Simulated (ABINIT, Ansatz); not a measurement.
# A GW chain in ABINIT: CsPbCl3 (Pm-3m), part 2 of 3

Aim: the G0W0 gap of CsPbCl3 (Pm-3m) on PBEsol, step by step.

ABINIT 10.8.3; PBEsol and many-body steps on it, plane waves. Known limits of the many-body steps: not at the basis limit; no spin-orbit coupling; coarse k mesh.

So far. Step 2 (Ground state): The gap is direct, at (0.500, 0.500, 0.500).

## (3) Bands along the symmetry lines

Level of this step: DFT, PBEsol, plane waves, norm-conserving pseudopotentials (ABINIT).

Levels along a band path, at the cheap level, show where the edges lie and whether the meshes to come will hold them.

File run.abi:

```
acell 3*1.0 Angstrom
rprim 
  5.605000000000 0.000000000000 0.000000000000
  0.000000000000 5.605000000000 0.000000000000
  0.000000000000 0.000000000000 5.605000000000
ntypat 3
znucl 55 82 17
natom 5
typat 1 2 3 3 3
xred 
  0.000000000000 0.000000000000 0.000000000000
  0.500000000000 0.500000000000 0.500000000000
  0.500000000000 0.500000000000 0.000000000000
  0.000000000000 0.500000000000 0.500000000000
  0.500000000000 0.000000000000 0.500000000000
pp_dirpath "pseudos"
pseudos "Cs.upf, Pb.upf, Cl.upf"
ecut 32
iscf -2
irdden 1
kptopt 0
nkpt 50
kpt 
  0.00000000 0.00000000 0.00000000
  0.00000000 0.06250000 0.00000000
  0.00000000 0.12500000 0.00000000
  0.00000000 0.18750000 0.00000000
  0.00000000 0.25000000 0.00000000
  0.00000000 0.31250000 0.00000000
  0.00000000 0.37500000 0.00000000
  0.00000000 0.43750000 0.00000000
  0.00000000 0.50000000 0.00000000
  0.06250000 0.50000000 0.00000000
  0.12500000 0.50000000 0.00000000
  0.18750000 0.50000000 0.00000000
  0.25000000 0.50000000 0.00000000
  0.31250000 0.50000000 0.00000000
  0.37500000 0.50000000 0.00000000
  0.43750000 0.50000000 0.00000000
  0.50000000 0.50000000 0.00000000
  0.43750000 0.43750000 0.00000000
  0.37500000 0.37500000 0.00000000
  0.31250000 0.31250000 0.00000000
  0.25000000 0.25000000 0.00000000
  0.18750000 0.18750000 0.00000000
  0.12500000 0.12500000 0.00000000
  0.06250000 0.06250000 0.00000000
  0.00000000 0.00000000 0.00000000
  0.06250000 0.06250000 0.06250000
  0.12500000 0.12500000 0.12500000
  0.18750000 0.18750000 0.18750000
  0.25000000 0.25000000 0.25000000
  0.31250000 0.31250000 0.31250000
  0.37500000 0.37500000 0.37500000
  0.43750000 0.43750000 0.43750000
  0.50000000 0.50000000 0.50000000
  0.43750000 0.50000000 0.43750000
  0.37500000 0.50000000 0.37500000
  0.31250000 0.50000000 0.31250000
  0.25000000 0.50000000 0.25000000
  0.18750000 0.50000000 0.18750000
  0.12500000 0.50000000 0.12500000
  0.06250000 0.50000000 0.06250000
  0.00000000 0.50000000 0.00000000
  0.50000000 0.50000000 0.50000000
  0.50000000 0.50000000 0.43750000
  0.50000000 0.50000000 0.37500000
  0.50000000 0.50000000 0.31250000
  0.50000000 0.50000000 0.25000000
  0.50000000 0.50000000 0.18750000
  0.50000000 0.50000000 0.12500000
  0.50000000 0.50000000 0.06250000
  0.50000000 0.50000000 0.00000000
istwfk *1
nband 33
nbdbuf 2
tolwfr 1e-08
nstep 40
prtwf 0
prtvol 0
indata_prefix "in"
outdata_prefix "out"
tmpdata_prefix "tmp"
```

On the command line:

```
$ OMP_NUM_THREADS=1 mpirun -n 4 abinit run.abi > log
```

Numbers of over 12 decimals in the logs are rounded to 6 here.

Output:

```text
.Version 10.8.3 of ABINIT. v10.8.2 released Aug 2026.

 Symmetries : space group Pm -3 m (#221); Bravais cP (primitive cubic)
[... echo of the input left out ...]
== DATASET  1 ==================================================================
-   mpi_nproc: 4, omp_nthreads: 1 (-1 if OMP is not activated)

--- !DatasetInfo
iteration_state: {dtset: 1, }
dimensions: {natom: 5, nkpt: 50, mband: 33, nsppol: 1, nspinor: 1, nspden: 1, mpw: 10315, }
cutoff_energies: {ecut:  32.0, pawecutdg:  -1.0, }
electrons: {nelect:   5.20000000E+01, charge:   0.00000000E+00, occopt:   1.00000000E+00, tsmear:   1.00000000E-02, }

 Real(R)+Recip(G) space primitive vectors, cartesian coordinates (Bohr,Bohr^-1):
 R(1)= 10.5919149  0.0000000  0.0000000  G(1)=  0.0944116  0.0000000  0.0000000
 R(2)=  0.0000000 10.5919149  0.0000000  G(2)=  0.0000000  0.0944116  0.0000000
 R(3)=  0.0000000  0.0000000 10.5919149  G(3)=  0.0000000  0.0000000  0.0944116
 Unit cell volume ucvol=  1.1882928E+03 bohr^3
 Angles (23,13,12)=  9.00000000E+01  9.00000000E+01  9.00000000E+01 degrees

 getcut: wavevector=  0.0000  0.0000  0.0000  ngfft=  54  54  54
         ecut(hartree)=     32.000   => boxcut(ratio)=   2.00207

--- Pseudopotential description ------------------------------------------------
- Cs Generated using ONCVPSP code by D. R. Hamann
- 55.00000   9.00000  180301                  znucl, zion, pspdat
12 -116133 3 -1 2384                          pspcod,pspxc,lmax,lloc,mmax
     nproj     2     2     2     2
  pspatm : epsatm=   22.12462466
         --- l  ekb(1:nproj) -->
             0    6.214110    0.767882
             1    6.311966    0.793598
             2    3.769790    0.913105
[...]
pspatm: atomic psp has been read  and splines computed

- Pb Generated using ONCVPSP code by D. R. Hamann
- 82.00000  22.00000  180301                  znucl, zion, pspdat
12 -116133 2 -1 1678                          pspcod,pspxc,lmax,lloc,mmax
     nproj     2     2     2     0
  pspatm : epsatm=   27.24616311
         --- l  ekb(1:nproj) -->
[...]
pspatm: atomic psp has been read  and splines computed

- Cl Generated using ONCVPSP code by D. R. Hamann
- 17.00000   7.00000  180301                  znucl, zion, pspdat
12 -116133 2 -1 1028                          pspcod,pspxc,lmax,lloc,mmax
     nproj     2     2     2     0
  pspatm : epsatm=    8.95520293
         --- l  ekb(1:nproj) -->
[...]
pspatm: atomic psp has been read  and splines computed

--------------------------------------------------------------------------------

================================================================================
 prteigrs : about to open file out_EIG
 Non-SCF case, kpt    1 (  0.00000  0.00000  0.00000), residuals and eigenvalues=
  7.09E-09  1.94E-09  5.08E-09  8.05E-09  6.91E-09  4.01E-09  8.15E-09  6.39E-09
[...]
Non-SCF case, kpt   49 (  0.50000  0.50000  0.06250), residuals and eigenvalues=
[...]
Non-SCF case, kpt   50 (  0.50000  0.50000  0.00000), residuals and eigenvalues=
[...]
-2.6934E-02 -5.3996E-03 -5.3996E-03 -3.9638E-03 -3.9638E-03 -1.5812E-03
  1.8763E-02  6.9700E-02  1.8805E-01  1.8805E-01  2.7670E-01  2.9515E-01
[...]
--- !ResultsGS
iteration_state: {dtset: 1, }
comment   : Summary of ground state results
lattice_vectors:
- [ 10.5919149,   0.0000000,   0.0000000, ]
- [  0.0000000,  10.5919149,   0.0000000, ]
- [  0.0000000,   0.0000000,  10.5919149, ]
lattice_lengths: [  10.59191,   10.59191,   10.59191, ]
lattice_angles: [ 90.000,  90.000,  90.000, ] # degrees, (23, 13, 12)
lattice_volume:   1.1882928E+03
convergence: {deltae:  0.000E+00, res2:  0.000E+00, residm:  9.997E-09, diffor:  0.000E+00, }
etotal    :  -2.82300968E+02
entropy   :   0.00000000E+00
fermie    :   9.98791681E-02
cartesian_stress_tensor: null
pressure_GPa: null
xred      :
- [  0.0000E+00,   0.0000E+00,   0.0000E+00, Cs]
- [  5.0000E-01,   5.0000E-01,   5.0000E-01, Pb]
- [  5.0000E-01,   5.0000E-01,   0.0000E+00, Cl]
- [  0.0000E+00,   5.0000E-01,   5.0000E-01, Cl]
- [  5.0000E-01,   0.0000E+00,   5.0000E-01, Cl]
cartesian_forces: null
force_length_stats: {min: null, max: null, mean: null, }

 Integrated electronic density in atomic spheres:
 ------------------------------------------------
 Atom  Sphere_radius  Integrated_density
[...]
================================================================================

 ----iterations are completed or convergence reached----

 Mean square residual over all n,k,spin=   68.630E-10; max=  99.970E-10
 reduced coordinates (array xred) for    5 atoms
[...]
0.000000000000      0.500000000000      0.500000000000
       0.500000000000      0.000000000000      0.500000000000

 cartesian coordinates (angstrom) at end:
    1      0.000000     0.000000     0.000000
    2      2.802500     2.802500     2.802500
    3      2.802500     2.802500     0.000000
    4      0.000000     2.802500     2.802500
    5      2.802500     0.000000     2.802500
 length scales=  1.889726125908  1.889726125908  1.889726125908 bohr
              =  1.000000000000  1.000000000000  1.000000000000 angstroms
 prteigrs : about to open file out_EIG
 Eigenvalues (hartree) for nkpt=  50  k points:
 kpt#   1, nband= 33, wtk=  1.00000, kpt=  0.0000  0.0000  0.0000 (reduced coord)
[...]
kpt#   2, nband= 33, wtk=  1.00000, kpt=  0.0000  0.0625  0.0000 (reduced coord)
[...]
kpt#   3, nband= 33, wtk=  1.00000, kpt=  0.0000  0.1250  0.0000 (reduced coord)
[...]
kpt#  49, nband= 33, wtk=  1.00000, kpt=  0.5000  0.5000  0.0625 (reduced coord)
[...]
0.32533
 kpt#  50, nband= 33, wtk=  1.00000, kpt=  0.5000  0.5000  0.0000 (reduced coord)
[...]
-0.19733   -0.06558   -0.02693   -0.00540   -0.00540   -0.00396   -0.00396   -0.00158
   0.01876    0.06970    0.18805    0.18805    0.27670    0.29515    0.30874    0.32182
   0.32790

== END DATASET(S) ==============================================================
================================================================================

 -outvars: echo values of variables after computation  --------
            nband          33
             nkpt          50
          spgroup         221
 [... the other variables as echoed above ...]

 Calculation completed.
```

Wall time 99 s (4 MPI ranks of Arm Neoverse V2, shared host); peak memory 0.57 GiB.

Numbers from this step:

| Quantity | Value |
| --- | --- |
| gap | 1.798 eV |
| k of the valence top | 0.5, 0.5, 0.5 |
| k of the conduction bottom | 0.5, 0.5, 0.5 |
| least direct gap | 1.798 eV |

The gap is 1.798 eV, as in the run before at this level.

Electronic bands along the path, in eV, zero at the top of the highest filled band:

```
    point  band 23  band 24  band 25  band 26  band 27  band 28  band 29  band 30
        Γ    -2.63    -2.53    -2.53    -2.53     3.21     4.21     4.21     5.10
  halfway    -2.69    -2.58    -2.58    -2.44     3.72     4.53     4.62     4.75
        X    -2.74    -2.64    -2.64    -1.70     2.91     4.59     5.14     5.23
  halfway    -2.73    -2.65    -2.39    -1.46     2.65     3.97     5.00     5.06
        M    -2.83    -2.76    -2.21    -0.82     2.40     2.40     4.81     5.31
  halfway    -2.65    -2.62    -2.42    -2.27     3.97     4.15     4.52     4.97
        Γ    -2.63    -2.53    -2.53    -2.53     3.21     4.21     4.21     5.10
  halfway    -2.44    -2.44    -2.43    -2.13     3.80     3.80     3.87     4.78
        R    -2.20    -2.20    -2.20     0.00     1.80     1.80     1.80     4.97
  halfway    -2.49    -2.45    -2.35    -1.27     2.37     3.57     3.72     5.11
        X    -2.74    -2.64    -2.64    -1.70     2.91     4.59     5.14     5.23
jump to R    -2.20    -2.20    -2.20     0.00     1.80     1.80     1.80     4.97
  halfway    -2.43    -2.43    -2.20    -0.62     2.10     2.10     3.38     5.34
        M    -2.83    -2.76    -2.21    -0.82     2.40     2.40     4.81     5.31
```

## (4) Empty states on the mesh, 2×2×2 mesh, 122 bands

The sums over transitions need many empty states on a uniform mesh; this step solves for them.

File run.abi:

```
acell 3*1.0 Angstrom
rprim 
  5.605000000000 0.000000000000 0.000000000000
  0.000000000000 5.605000000000 0.000000000000
  0.000000000000 0.000000000000 5.605000000000
ntypat 3
znucl 55 82 17
natom 5
typat 1 2 3 3 3
xred 
  0.000000000000 0.000000000000 0.000000000000
  0.500000000000 0.500000000000 0.500000000000
  0.500000000000 0.500000000000 0.000000000000
  0.000000000000 0.500000000000 0.500000000000
  0.500000000000 0.000000000000 0.500000000000
pp_dirpath "pseudos"
pseudos "Cs.upf, Pb.upf, Cl.upf"
ecut 32
ngkpt 2 2 2
nshiftk 1
shiftk 0 0 0
kptopt 1
chksymbreak 0
iscf -2
irdden 1
istwfk *1
nband 122
nbdbuf 10
tolwfr 1e-09
nstep 60
prtvol 0
indata_prefix "in"
outdata_prefix "out"
tmpdata_prefix "tmp"
```

Output:

```text
.Version 10.8.3 of ABINIT. v10.8.2 released Aug 2026.

 Symmetries : space group Pm -3 m (#221); Bravais cP (primitive cubic)
[... echo of the input left out ...]
== DATASET  1 ==================================================================
-   mpi_nproc: 4, omp_nthreads: 1 (-1 if OMP is not activated)

--- !DatasetInfo
iteration_state: {dtset: 1, }
dimensions: {natom: 5, nkpt: 4, mband: 122, nsppol: 1, nspinor: 1, nspden: 1, mpw: 10280, }
cutoff_energies: {ecut:  32.0, pawecutdg:  -1.0, }
electrons: {nelect:   5.20000000E+01, charge:   0.00000000E+00, occopt:   1.00000000E+00, tsmear:   1.00000000E-02, }

 Real(R)+Recip(G) space primitive vectors, cartesian coordinates (Bohr,Bohr^-1):
 R(1)= 10.5919149  0.0000000  0.0000000  G(1)=  0.0944116  0.0000000  0.0000000
 R(2)=  0.0000000 10.5919149  0.0000000  G(2)=  0.0000000  0.0944116  0.0000000
 R(3)=  0.0000000  0.0000000 10.5919149  G(3)=  0.0000000  0.0000000  0.0944116
 Unit cell volume ucvol=  1.1882928E+03 bohr^3
 Angles (23,13,12)=  9.00000000E+01  9.00000000E+01  9.00000000E+01 degrees

 getcut: wavevector=  0.0000  0.0000  0.0000  ngfft=  54  54  54
         ecut(hartree)=     32.000   => boxcut(ratio)=   2.00207

--- Pseudopotential description ------------------------------------------------
- Cs Generated using ONCVPSP code by D. R. Hamann
- 55.00000   9.00000  180301                  znucl, zion, pspdat
12 -116133 3 -1 2384                          pspcod,pspxc,lmax,lloc,mmax
     nproj     2     2     2     2
  pspatm : epsatm=   22.12462466
         --- l  ekb(1:nproj) -->
             0    6.214110    0.767882
             1    6.311966    0.793598
             2    3.769790    0.913105
[...]
pspatm: atomic psp has been read  and splines computed

- Pb Generated using ONCVPSP code by D. R. Hamann
- 82.00000  22.00000  180301                  znucl, zion, pspdat
12 -116133 2 -1 1678                          pspcod,pspxc,lmax,lloc,mmax
     nproj     2     2     2     0
  pspatm : epsatm=   27.24616311
         --- l  ekb(1:nproj) -->
[...]
pspatm: atomic psp has been read  and splines computed

- Cl Generated using ONCVPSP code by D. R. Hamann
- 17.00000   7.00000  180301                  znucl, zion, pspdat
12 -116133 2 -1 1028                          pspcod,pspxc,lmax,lloc,mmax
     nproj     2     2     2     0
  pspatm : epsatm=    8.95520293
         --- l  ekb(1:nproj) -->
[...]
pspatm: atomic psp has been read  and splines computed

--------------------------------------------------------------------------------

================================================================================
 prteigrs : about to open file out_EIG
 Non-SCF case, kpt    1 (  0.00000  0.00000  0.00000), residuals and eigenvalues=
  8.24E-10  1.74E-10  4.33E-10  8.47E-10  3.16E-10  1.82E-10  4.93E-10  3.62E-10
  4.92E-10  7.56E-10  2.35E-10  1.25E-10  2.54E-10  1.47E-10  3.16E-10  6.34E-10
  5.03E-10  2.61E-10  3.94E-10  5.94E-10  1.59E-10  4.12E-10  6.28E-10  2.95E-10
[...]
4.48E-05  2.50E-05
 -5.0266E+00 -2.8824E+00 -2.8824E+00 -2.8824E+00 -6.8474E-01 -5.1774E-01
 -5.1774E-01 -5.0853E-01 -5.0853E-01 -5.0853E-01 -4.5676E-01 -4.2387E-01
 -4.2387E-01 -1.9876E-01 -1.9876E-01 -1.9876E-01 -1.4606E-01 -7.3508E-02
[...]
1.1528E+00  1.1528E+00  1.1528E+00  1.2189E+00  1.2247E+00  1.2247E+00
  1.2247E+00  1.2453E+00  1.2453E+00  1.2924E+00  1.2924E+00  1.2925E+00
  1.3046E+00  1.3236E+00
 prteigrs : prtvol=0 or 1, do not print more k-points.

--- !ResultsGS
iteration_state: {dtset: 1, }
comment   : Summary of ground state results
lattice_vectors:
- [ 10.5919149,   0.0000000,   0.0000000, ]
- [  0.0000000,  10.5919149,   0.0000000, ]
- [  0.0000000,   0.0000000,  10.5919149, ]
lattice_lengths: [  10.59191,   10.59191,   10.59191, ]
lattice_angles: [ 90.000,  90.000,  90.000, ] # degrees, (23, 13, 12)
lattice_volume:   1.1882928E+03
convergence: {deltae:  0.000E+00, res2:  0.000E+00, residm:  9.998E-10, diffor:  0.000E+00, }
etotal    :  -2.82300968E+02
entropy   :   0.00000000E+00
fermie    :   9.98791681E-02
cartesian_stress_tensor: null
pressure_GPa: null
xred      :
- [  0.0000E+00,   0.0000E+00,   0.0000E+00, Cs]
- [  5.0000E-01,   5.0000E-01,   5.0000E-01, Pb]
- [  5.0000E-01,   5.0000E-01,   0.0000E+00, Cl]
- [  0.0000E+00,   5.0000E-01,   5.0000E-01, Cl]
- [  5.0000E-01,   0.0000E+00,   5.0000E-01, Cl]
cartesian_forces: null
force_length_stats: {min: null, max: null, mean: null, }

 Integrated electronic density in atomic spheres:
 ------------------------------------------------
 Atom  Sphere_radius  Integrated_density
[...]
================================================================================

 ----iterations are completed or convergence reached----

 Mean square residual over all n,k,spin=   52.114E-11; max=  99.979E-11
 reduced coordinates (array xred) for    5 atoms
[...]
0.000000000000      0.500000000000      0.500000000000
       0.500000000000      0.000000000000      0.500000000000

 cartesian coordinates (angstrom) at end:
    1      0.000000     0.000000     0.000000
    2      2.802500     2.802500     2.802500
    3      2.802500     2.802500     0.000000
    4      0.000000     2.802500     2.802500
    5      2.802500     0.000000     2.802500
 length scales=  1.889726125908  1.889726125908  1.889726125908 bohr
              =  1.000000000000  1.000000000000  1.000000000000 angstroms
 prteigrs : about to open file out_EIG
 Eigenvalues (hartree) for nkpt=   4  k points:
 kpt#   1, nband=122, wtk=  0.12500, kpt=  0.0000  0.0000  0.0000 (reduced coord)
[...]
1.11140    1.15188    1.15188    1.15188    1.15278    1.15278    1.15278    1.21889
   1.22469    1.22469    1.22469    1.24532    1.24532    1.29240    1.29240    1.29246
   1.30464    1.32360
 prteigrs : prtvol=0 or 1, do not print more k-points.

== END DATASET(S) ==============================================================
================================================================================

 -outvars: echo values of variables after computation  --------
            nband         122
             nkpt           4
          spgroup         221
 [... the other variables as echoed above ...]

 Calculation completed.
```

Run time: 49 s. Hardware: 4 MPI ranks; peak memory 0.44 GiB; 3.2 min of CPU time.

This step gave:

| Property | Result |
| --- | --- |
| gap | 1.798 eV |
| k of the valence top | 0.5, 0.5, 0.5 |
| k of the conduction bottom | 0.5, 0.5, 0.5 |
| least direct gap | 1.798 eV |
| k points computed | 4 |
| lowest point of the top converged band, above the valence top | 29.77 eV |

On this mesh the gap is 1.798 eV.

## (5) Screening, 2×2×2 mesh, 112 bands, screening to 98 eV

The RPA dielectric matrix is built and inverted for each q.

This step: RPA screening on PBEsol, plane waves, norm-conserving pseudopotentials.

run.abi: that of step 4 with these lines changed.

```diff
@@ -23,10 +23,11 @@
 chksymbreak 0
-iscf -2
-irdden 1
 istwfk *1
-nband 122
-nbdbuf 10
-tolwfr 1e-09
-nstep 60
-prtvol 0
+occopt 1
+irdwfk 1
+optdriver 3
+nband 112
+ecuteps 3.6
+inclvkb 2
+awtr 1
+symchi 1
 indata_prefix "in"
```

Output:

```text
.Version 10.8.3 of ABINIT. v10.8.2 released Aug 2026.

 Symmetries : space group Pm -3 m (#221); Bravais cP (primitive cubic)
[... echo of the input left out ...]
== DATASET  1 ==================================================================
-   mpi_nproc: 4, omp_nthreads: 1 (-1 if OMP is not activated)

--- !DatasetInfo
iteration_state: {dtset: 1, }
dimensions: {natom: 5, nkpt: 4, mband: 112, nsppol: 1, nspinor: 1, nspden: 1, mpw: 10280, }
cutoff_energies: {ecut:  32.0, pawecutdg:  -1.0, }
electrons: {nelect:   5.20000000E+01, charge:   0.00000000E+00, occopt:   1.00000000E+00, tsmear:   1.00000000E-02, }

 SCREENING: Calculation of the susceptibility and dielectric matrices

 Based on a program developped by R.W. Godby, V. Olevano, G. Onida, and L. Reining.
 Incorporated in ABINIT by V. Olevano, G.-M. Rignanese, and M. Torrent.
.Using double precision arithmetic ; gwpc =  8

[... cell and pseudopotentials left out ...]
--------------------------------------------------------------------------------

 ==== K-mesh for the wavefunctions ====
 Number of points in the irreducible wedge :     4
[... list of points left out ...]
 Together with 48 symmetry operations and time-reversal symmetry
 yields     8 points in the full Brillouin Zone.

 ==== Q-mesh for the screening function ====
 Number of points in the irreducible wedge :     4
[... list of points left out ...]
 Together with 48 symmetry operations and time-reversal symmetry
 yields     8 points in the full Brillouin Zone.

 setmesh: FFT mesh size selected  =    36x   36x   36
          total number of points  =        46656

 vcoul_init : cutoff-mode = AUXILIARY_FUNCTION
 q-points for optical limit:   1
     1)      0.000010    0.000020    0.000030

- screening: taking advantage of time-reversal symmetry
- Maximum band index for partially occupied states nbvw = 26
- Remaining bands to be divided among processors   nbcw = 86
- Number of bands treated by each node ~21

 Number of electrons calculated from density =   52.0000; Expected =   52.0000
 average of density, n =  0.043760
 r_s =    1.7604
 omega_plasma =   20.1788 [eV]

 calculating chi0 at frequencies [eV] :
  1    0.000000E+00    0.000000E+00
  2    0.000000E+00    2.017881E+01

--------------------------------------------------------------------------------
  q-point number  1        q = ( 0.000000, 0.000000, 0.000000) [r.l.u.]
--------------------------------------------------------------------------------
[... chi0 elements left out ...]
 For q-point:  0.000010 0.000020 0.000030
  dielectric constant =   8.0141
  dielectric constant without local fields =   9.1026

  Average fulfillment of the sum rule on Im[epsilon] for q-point    1 :     50.86  [%]
[... wings left out ...]
  q-point number  2        q = ( 0.500000, 0.000000, 0.000000) [r.l.u.]
--------------------------------------------------------------------------------
[... chi0 elements left out ...]
  Average fulfillment of the sum rule on Im[epsilon] for q-point    2 :     59.11  [%]

 [... 2 further q-points ...]
```

The job ended after 31 s (4 MPI ranks; peak memory 1.4 GiB).

Numbers from this step:

```
ε∞ with local fields, on this mesh, along the program's q direction : 8.014
the same without local fields                                       : 9.103
plasma frequency                                                    : 20.18 eV
plane waves in the screening matrix                                 : 389
```

Local fields lower ε∞ by 12 %. On a Γ-centred mesh this coarse the value itself is usually too large, while a short band sum pulls it down.

(Part 2 of 3 ends here.)

[Paths, hosts, dates, memory and timing lines, banners, echoed tables and standing remarks are left out of the program output.]

[Logs are printed without paths, hosts, clocks, repeated set-up lines and the standing remarks that a program may print on its own settings, such as how far it seeks lower states.]

[Runs of the session that timed out or met a known fault of the program may be left out.]

[Hosts, paths, dates, database ids (printed as entryN), source tags and the programs' standing remarks are cut or masked in the printed files.]

[G0W0 gaps are taken among the corrected bands and points alone; a level outside them can change the order at an edge.]

[Where Ansatz stands beside ABINIT at settings called matched, ABINIT's density can come from a denser mesh and the files from another edition; pairs whose starting gaps differed by over 0.03 eV were left out, so agreement reads better than it is.]
